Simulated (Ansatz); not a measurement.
# As (Pm-3m, 1 atom in the cell): following an unstable mode, part 2 of 3

Wanted: the energy along a soft mode of As (Pm-3m, 1 atom in the cell) and the structure at the end.

Ansatz 0.2.0; DFT PBEsol, scalar-relativistic, plane waves, PAW.

So far, highest frequency on the path or at a solved wavevector (cm⁻¹): step 2 (response at finite wavevector) 192. Also lowest frequency on the path (cm⁻¹): step 2 -196.

This is not the structure that As takes at ambient pressure and room temperature (space group No. 166); it is a model or a phase of other conditions.

### 6. Relaxation from the frozen mode

Starting from the lowest point found, all atoms and the cell are let go, so that strain and other modes of the same symmetry can join in.

input.yaml

```yaml
crystal:
  lattice:
    - [0.0, -2.6885784294, -2.6885784294]
    - [0.0, -2.6885784294, 2.6885784294]
    - [-5.3771568589, -2.6885784294, 0.0]
  atoms:
    - { symbol: As, position: [0.3644798415, 0.875, 0.25] }
    - { symbol: As, position: [0.8855201585, 0.375, 0.25] }
    - { symbol: As, position: [0.125, 0.625, 0.75] }
    - { symbol: As, position: [0.625, 0.125, 0.75] }
kpoints:
  mp_grid: { grid: [10, 10, 10] }
hamiltonian:
  xc: pbesol
scf:
  occupations: { method: methfessel_paxton, width: 0.15 }
output:
  forces: true
  stress: true
  eigenvalues: true
relax:
  adjacent_minimum: "off"
  f_tol: 0.002
  max_steps: 120
  cell: { stress_tol: 0.03 }
```

Started as:

```bash
$ ansatz run input.yaml --threads 4 --pin off --max-ram 7168MiB --backend cpu --events-out ev --progress --plain --runs-dir out
```

Numbers of over 12 decimals in the logs are rounded to 6 here.

Output:

```text
[...]
Crystal: 4 atoms, lattice volume = 77.737 Å³
Basis set: ecut = 420 eV, 1517 PW (Γ), exchange–correlation on 54×54×90 points (8 copies of the dense FFT grid, shifted against one another)
Bands: 36, of which v1, the nominal top of the filled ones, is band 30 counted from 1 (29 counted from 0)
Symmetry: 8 space group operations
[...]
k-points: 171 of 1000
[...]
SCF iter   1: F=—  HF=-19251.790390 eV  |F-HF|=—  |Δ(HF+E_count)|=         —  Δρ=1.16e-3  dr2=5.56e-4  ethr=1.77e-3  ⟨swp⟩=5.3  Hψ=22059  notcnv=0
[...]
SCF iter   6: F=-19251.788838 eV  HF=-19251.788838 eV  |F-HF|=7.52e-9  |Δ(HF+E_count)|=   2.29e-8  S|Δr|=    0.00e0  Δρ=3.10e-6  dr2=6.68e-9  ethr=1.51e-10  ⟨swp⟩=4.0  Hψ=21108  notcnv=0
SCF 1 converged in 6 iterations: F = -19251.788838 eV  dr2 = 6.68e-9
[...]
relax step   1: F+E_penalty+E_count = -19251.78883844 eV  Δ(F+E_penalty+E_count) = +0.000e0 eV  max|allowed force component| = 4.906e-3 eV/Å  Δτ_max = 0.0000 Å  P = +0.283 GPa  Ω = 77.737 Å³  (6 SCF iters, dr2 threshold 1.00e-7 eV, accepted)
Crystal: 4 atoms, lattice volume = 78.120 Å³
Basis set: ecut = 420 eV, 1535 PW (Γ), exchange–correlation on 54×54×90 points (8 copies of the dense FFT grid, shifted against one another)
[...]
iter 1 solved again at ethr=4.75e-8 eV; its pass at ethr=3.10e-3 eV (dr2=2.85e-5 eV) is discarded
[...]
SCF iter   4: F=-19251.789021 eV  HF=-19251.789021 eV  |F-HF|=6.86e-8  |Δ(HF+E_count)|=   5.88e-7  S|Δr|=    0.00e0  Δρ=1.50e-5  dr2=1.80e-7  ethr=6.05e-10  ⟨swp⟩=5.0  Hψ=25719  notcnv=0
SCF 2 converged in 4 iterations: F = -19251.789021 eV  dr2 = 1.80e-7
[...]
relax step   2: F+E_penalty+E_count = -19251.78902084 eV  Δ(F+E_penalty+E_count) = -1.824e-4 eV  max|allowed force component| = 1.171e-2 eV/Å  Δτ_max = 0.0011 Å  P = -0.144 GPa  Ω = 78.120 Å³  energy of the carried Pulay correction = -6.676e-5 eV  (4 SCF iters, dr2 threshold 3.63e-7 eV, accepted)
Crystal: 4 atoms, lattice volume = 78.010 Å³
Basis set: ecut = 420 eV, 1533 PW (Γ), exchange–correlation on 54×54×90 points (8 copies of the dense FFT grid, shifted against one another)
[...]
SCF iter   4: F=-19251.789112 eV  HF=-19251.789112 eV  |F-HF|=4.69e-9  |Δ(HF+E_count)|=   4.31e-8  S|Δr|=    0.00e0  Δρ=3.91e-6  dr2=1.53e-8  ethr=9.83e-11  ⟨swp⟩=4.0  Hψ=20824  notcnv=0
SCF 3 converged in 4 iterations: F = -19251.789112 eV  dr2 = 1.53e-8
relax step   3: F+E_penalty+E_count = -19251.78911179 eV  Δ(F+E_penalty+E_count) = -9.095e-5 eV  max|allowed force component| = 9.974e-3 eV/Å  Δτ_max = 0.0005 Å  P = -0.016 GPa  Ω = 78.010 Å³  energy of the carried Pulay correction = -4.757e-5 eV  (4 SCF iters, dr2 threshold 7.12e-8 eV, accepted)
[...]
relax step   4: F+E_penalty+E_count = -19251.78928182 eV  Δ(F+E_penalty+E_count) = -1.700e-4 eV  max|allowed force component| = 8.420e-3 eV/Å  Δτ_max = 0.0070 Å  P = -0.021 GPa  Ω = 78.064 Å³  energy of the carried Pulay correction = -5.701e-5 eV  (6 SCF iters, dr2 threshold 6.22e-9 eV, accepted)
[...]
relax step   5: F+E_penalty+E_count = -19251.78950694 eV  Δ(F+E_penalty+E_count) = -2.251e-4 eV  max|allowed force component| = 1.115e-3 eV/Å  Δτ_max = 0.0151 Å  P = -0.002 GPa  Ω = 78.183 Å³  energy of the carried Pulay correction = -7.767e-5 eV  (7 SCF iters, dr2 threshold 4.43e-9 eV, accepted)
[...]
relax step   6: F+E_penalty+E_count = -19251.78950680 eV  Δ(F+E_penalty+E_count) = +1.461e-7 eV  max|allowed force component| = 9.108e-4 eV/Å  Δτ_max = 0.0032 Å  P = +0.005 GPa  Ω = 78.211 Å³  energy of the carried Pulay correction = -8.254e-5 eV  (8 SCF iters, accepted)
[...]
SCF iter   5: F=-19251.789588 eV  HF=-19251.789588 eV  |F-HF|=3.64e-12  |Δ(HF+E_count)|=  1.13e-10  S|Δr|=    0.00e0  Δρ=3.20e-8  dr2=1.32e-12  ethr=1.00e-12  ⟨swp⟩=5.0  Hψ=26810  notcnv=0
SCF 7 converged in 5 iterations: F = -19251.789588 eV  dr2 = 1.32e-12
relax step   7: F+E_penalty+E_count = -19251.78958755 eV  Δ(F+E_penalty+E_count) = -8.075e-5 eV  max|allowed force component| = 9.099e-4 eV/Å  Δτ_max = 0.0000 Å  P = +0.005 GPa  Ω = 78.211 Å³  stress off target by 1.46e-2 GPa  SCF on the basis re-selected at this cell (its energy is not comparable with the rows above)  (5 SCF iters)
basis re-selected at this cell: Δ(F+E_penalty+E_count) = -8.075e-5 eV, ΔP = +0.000 GPa vs the last step (what re-selecting the basis moved, of the pressure what is left beyond the Pulay correction that the steps carried, after the strain that the cell walked since its last selection, with what the two solves' SCF thresholds leave and, on support functions, any second-order correction that the steps lacked; it is no m [...]
SCF converged after 5 iterations
[...]
Free energy (F): -19251.789588 eV
[...]
Internal energy: -19251.789296 eV  (E = F + TS)
E sigma→0 (E₀):  -19251.789515 eV
Entropy (-TS):   -0.000291 eV (-0.073 meV/atom)
Fermi energy:    11.806533 eV
[...]
--- Forces (eV/Å), atoms counted from 1 ---
  atom   1  As     0.00000000    -0.00090993    -0.00090993
  atom   2  As    -0.00000000     0.00090993     0.00090993
  atom   3  As     0.00000000     0.00000000     0.00000000
  atom   4  As     0.00000000     0.00000000     0.00000000
  max |Σ_I F_I| component: 1.73e-18 eV/Å
--- Stress (GPa, compression-positive) ---
       -0.003304       0.000000      -0.000000
        0.000000       0.009330      -0.005235
       -0.000000      -0.005235       0.009330
  P = ⅓ Tr σ = 0.0051 GPa (0.051 kbar)
--- Band table (eV; the first three rows and the last of 171) ---
  k-point 0: bands = [... 26 lower, 8.4151, 8.4188, 8.4843, 14.8242, 14.8364, 14.9399, 15.2942, 15.8960, ... 2 higher]
  k-point 1: bands = [... 26 lower, 8.1087, 8.7819, 8.8319, 13.4844, 14.7037, 15.2235, 15.5602, 15.9714, ... 2 higher]
  k-point 2: bands = [... 26 lower, 7.8307, 9.1762, 9.2221, 12.2372, 13.8320, 14.4152, 15.9107, 16.0943, ... 2 higher]
  k-point 170: bands = [... 26 lower, 6.6062, 7.0088, 8.4826, 9.5160, 14.7063, 15.2451, 15.7338, 16.5729, ... 2 higher]
--- Relaxed structure (6 steps of the walk, 6 accepted, 1 SCFs on fresh bases) ---
  F+E_penalty+E_count = -19251.78958755 eV   max|allowed force component| = 9.099e-4 eV/Å   (the final SCF, on the basis selected at the relaxed cell)
  cell:  # Å, volume = 78.2107 Å³
    - [0, -2.704032, -2.704032]
    - [0, -2.684063, 2.684063]
    - [-5.388048, -2.694048, -0.00998476]
  atoms:
    - { symbol: As, position: [0.357397, 0.875, 0.25] }
    - { symbol: As, position: [0.892603, 0.375000, 0.25] }
    - { symbol: As, position: [0.125000, 0.625, 0.75] }
    - { symbol: As, position: [0.625000, 0.125000, 0.75] }
```

Wall time 43 s (4 threads of Arm Neoverse V1, shared host); peak memory 0.64 GiB.

Relaxation path:

```
step  energy less that of the first step (eV)  largest force component (eV/Å)  pressure (GPa)  volume (Å³)
   1                                   0.0000                          0.0049            0.28        77.74
   2                                  -0.0002                          0.0117           -0.14        78.12
   3                                  -0.0003                          0.0100           -0.02        78.01
   4                                  -0.0004                          0.0084           -0.02        78.06
   5                                  -0.0007                          0.0011            0.00        78.18
   6                                  -0.0007                          0.0009            0.00        78.21
  7*                                  -0.0007                          0.0009            0.01        78.21
```

Relaxation steps marked * repeat the geometry before them on a plane-wave basis chosen anew for their cell, so energy and pressure can jump there.

Forces are held to the 8 operations that the run works with; a distortion that breaks them can't arise in this run.

```
conventional cell, symmetrised  before   after  change
                         a (Å)   3.802   3.796  -0.2 %
                         b (Å)  10.754  10.776  +0.2 %
                         c (Å)   3.802   3.824  +0.6 %
              volume (Å³/atom)   19.43   19.55  +0.6 %
```

The atoms that moved most (Å, as changes of fractional coordinates times the final cell):

```
atom     dx      dy      dz  length
 As2  0.000  -0.019  -0.019   0.027
 As1  0.000   0.019   0.019   0.027
```

The relaxed structure:

```cif
data_structure
_symmetry_space_group_name_H-M 'P 1'
_symmetry_Int_Tables_number 1
_cell_length_a 3.8241
_cell_length_b 3.7958
_cell_length_c 6.0240
_cell_angle_alpha 71.636
_cell_angle_beta 71.494
_cell_angle_gamma 90.000
_cell_volume 78.21
loop_
_atom_site_label
_atom_site_type_symbol
_atom_site_fract_x
_atom_site_fract_y
_atom_site_fract_z
_atom_site_occupancy
As1 As 0.35740 0.87500 0.25000 1
As2 As 0.89260 0.37500 0.25000 1
As3 As 0.12500 0.62500 0.75000 1
As4 As 0.62500 0.12500 0.75000 1
```

This step gave:

```
pressure        : 0.005118 GPa
volume per atom : 19.55 Å³
```

The distorted start has space group Imma; the relaxation ends in Imma.

### 7. The new phase in its own primitive cell

The relaxed structure is symmetrised, reduced to its primitive cell and relaxed tightly, as its phonons need.

input.yaml, the sections that differ from step 6:

```yaml
crystal:
  lattice:
    - [-1.8979190886, 5.3880477439, 1.9120396683]
    - [1.8979190886, -5.3880477439, 1.9120396683]
    - [1.8979190886, 5.3880477439, -1.9120396683]
  atoms:
    - { symbol: As, position: [0.2323966804, 0.4823966804, 0.75] }
    - { symbol: As, position: [0.7676033196, 0.5176033196, 0.25] }
    - { symbol: As, position: [0.0, 0.5, 0.5] }
    - { symbol: As, position: [0.5, 0.5, 0.0] }
kpoints:
  mp_grid: { grid: [14, 14, 14] }
relax:
  adjacent_minimum: "off"
  f_tol: 0.001
  max_steps: 60
  cell: { stress_tol: 0.01 }
# hamiltonian, scf, output: as in step 6
```

Output:

```text
[...]
--- Relaxed structure (6 steps of the walk, 6 accepted, 1 SCFs on fresh bases) ---
[...]
cell:  # Å, volume = 78.4090 Å³
    - [-1.901868, 5.380021, 1.915764]
    - [1.901868, -5.380021, 1.915764]
    - [1.901868, 5.380021, -1.915764]
  atoms:
    - { symbol: As, position: [0.228531, 0.478531, 0.75] }
    - { symbol: As, position: [0.771469, 0.521469, 0.250000] }
    - { symbol: As, position: [0, 0.5, 0.5] }
    - { symbol: As, position: [0.500000, 0.500000, 0] }
[key lines of the parts left out:]
SCF converged after 6 iterations
Free energy (F): -19251.779966 eV
Fermi energy:    11.731300 eV
P = ⅓ Tr σ = 0.0003 GPa (0.003 kbar)
```

It took 1.7 min on 4 threads; peak memory 1.1 GiB.

Relaxation path:

```
step  energy less that of the first step (eV)  largest force component (eV/Å)  pressure (GPa)  volume (Å³)
   1                                   0.0000                          0.0173            0.04        78.21
   2                                  -0.0004                          0.0174           -0.03        78.29
   3                                  -0.0004                          0.0128            0.02        78.27
   4                                  -0.0005                          0.0060            0.00        78.34
   5                                  -0.0006                          0.0003           -0.01        78.41
   6                                  -0.0006                          0.0001            0.00        78.41
  7*                                  -0.0006                          0.0000            0.00        78.41
```

Relaxation steps marked * repeat the geometry before them on a plane-wave basis chosen anew for their cell, so energy and pressure can jump there.

Forces are held to the 8 operations that the run works with; a distortion that breaks them can't arise in this run.

| conventional cell, symmetrised | before | after | change |
| --- | --- | --- | --- |
| a (Å) | 3.796 | 3.804 | +0.2 % |
| b (Å) | 10.776 | 10.760 | -0.1 % |
| c (Å) | 3.824 | 3.832 | +0.2 % |
| volume (Å³/atom) | 19.55 | 19.60 | +0.3 % |

The atoms that moved most (Å, as changes of fractional coordinates times the final cell):

```
atom     dx     dy      dz  length
 As1  0.000  0.000  -0.015   0.015
 As2  0.000  0.000   0.015   0.015
```

The relaxed structure:

```xyz
4
Lattice="-1.9019 5.3800 1.9158 1.9019 -5.3800 1.9158 1.9019 5.3800 -1.9158" Properties=species:S:1:pos:R:3 pbc="T T T"
As    1.9019    2.6900   -0.0823
As    0.0000    2.6900    1.9980
As    1.9019    0.0000    0.0000
As    0.0000    0.0000    1.9158
```

This step gave:

```yaml
pressure: 2.99e-4 GPa
volume_per_atom: 19.60 Å³
```

The largest force component left is 0.046 meV/Å and the pressure is 0.000 GPa, within the tolerances set. The cell now holds 19.60 Å³/atom.

[end of part 2 of 3]

[Logs are printed without paths, hosts, clocks, repeated set-up lines and the standing remarks that a program may print on its own settings, such as how far it seeks lower states.]

[Hosts, paths, dates, database ids (printed as entryN), source tags and the programs' standing remarks are cut or masked in the printed files.]
